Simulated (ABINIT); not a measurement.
Planning a run of ABINIT 10.8.3 on WS2 (Tungstenite). The input:

```
acell 3*1.0 Angstrom
rprim 
  1.579000000014 0.911636075086 6.163333333296
  -1.579000000014 0.911636075086 6.163333333296
  0.000000000000 -1.823272150090 6.163333333308
ntypat 2
znucl 74 16
natom 3
typat 1 2 2
xred 
  0.000000000000 0.000000000000 0.000000000000
  0.249700000000 0.249700000000 0.249700000000
  0.419000000000 0.419000000000 0.419000000000
pp_dirpath "pseudos"
pseudos "W.upf, S.upf"
ecut 29
iscf -2
irdden 1
kptopt 0
nkpt 59
kpt 
  0.00000000 0.00000000 0.00000000
  -0.06250000 -0.06250000 -0.06250000
  -0.12500000 -0.12500000 -0.12500000
  -0.18750000 -0.18750000 -0.18750000
  -0.25000000 -0.25000000 -0.25000000
  -0.31250000 -0.31250000 -0.31250000
  -0.37500000 -0.37500000 -0.37500000
  -0.43750000 -0.43750000 -0.43750000
  -0.50000000 -0.50000000 -0.50000000
  -0.50000000 -0.46015652 -0.53984348
  -0.50000000 -0.42031304 -0.57968697
  -0.50000000 -0.38046955 -0.61953045
  -0.50000000 -0.34062607 -0.65937393
  -0.50000000 -0.30078259 -0.69921741
  -0.50000000 -0.26093911 -0.73906089
  -0.50000000 -0.22109562 -0.77890438
  -0.50000000 -0.18125214 -0.81874786
  -0.18125214 0.18125214 -0.50000000
  -0.15859562 0.15859562 -0.50000000
  -0.13593911 0.13593911 -0.50000000
  -0.11328259 0.11328259 -0.50000000
  -0.09062607 0.09062607 -0.50000000
  -0.06796955 0.06796955 -0.50000000
  -0.04531304 0.04531304 -0.50000000
  -0.02265652 0.02265652 -0.50000000
  0.00000000 0.00000000 -0.50000000
  0.00000000 0.00000000 -0.43750000
  0.00000000 0.00000000 -0.37500000
  0.00000000 0.00000000 -0.31250000
  0.00000000 0.00000000 -0.25000000
  0.00000000 0.00000000 -0.18750000
  0.00000000 0.00000000 -0.12500000
  0.00000000 0.00000000 -0.06250000
  0.00000000 0.00000000 0.00000000
  0.00000000 0.04257826 -0.04257826
  0.00000000 0.08515652 -0.08515652
  0.00000000 0.12773478 -0.12773478
  0.00000000 0.17031304 -0.17031304
  0.00000000 0.21289129 -0.21289129
  0.00000000 0.25546955 -0.25546955
  0.00000000 0.29804781 -0.29804781
  0.00000000 0.34062607 -0.34062607
  -0.34062607 0.00000000 -0.65937393
  -0.36054781 0.00000000 -0.63945219
  -0.38046955 0.00000000 -0.61953045
  -0.40039129 0.00000000 -0.59960871
  -0.42031304 0.00000000 -0.57968697
  -0.44023478 0.00000000 -0.55976522
  -0.46015652 0.00000000 -0.53984348
  -0.48007826 0.00000000 -0.51992174
  -0.50000000 0.00000000 -0.50000000
  -0.43750000 0.00000000 -0.43750000
  -0.37500000 0.00000000 -0.37500000
  -0.31250000 0.00000000 -0.31250000
  -0.25000000 0.00000000 -0.25000000
  -0.18750000 0.00000000 -0.18750000
  -0.12500000 0.00000000 -0.12500000
  -0.06250000 0.00000000 -0.06250000
  0.00000000 0.00000000 0.00000000
istwfk *1
nband 20
nbdbuf 2
tolwfr 1e-08
nstep 40
prtwf 0
prtvol 0
indata_prefix "in"
outdata_prefix "out"
tmpdata_prefix "tmp"
```

```sh
OMP_NUM_THREADS=1 mpirun -n 4 abinit run.abi > log
```

Estimate wall time and host memory on 4 MPI ranks of Intel Xeon at 2.80GHz (Skylake/Cascade Lake), shared host.

It took 68 s; on shared hardware allow 34 s to 2.3 min. Peak host memory was 0.37 GiB.

[Paths, hosts, dates, memory and timing lines, banners, echoed tables and standing remarks are left out of the program output.]

[Logs are printed without paths, hosts, clocks, repeated set-up lines and the standing remarks that a program may print on its own settings, such as how far it seeks lower states.]

[Runs of the session that timed out or met a known fault of the program may be left out.]

[Hosts, paths, dates, database ids (printed as entryN), source tags and the programs' standing remarks are cut or masked in the printed files.]

[G0W0 gaps are taken among the corrected bands and points alone; a level outside them can change the order at an edge.]

[Where Ansatz stands beside ABINIT at settings called matched, ABINIT's density can come from a denser mesh and the files from another edition; pairs whose starting gaps differed by over 0.03 eV were left out, so agreement reads better than it is.]
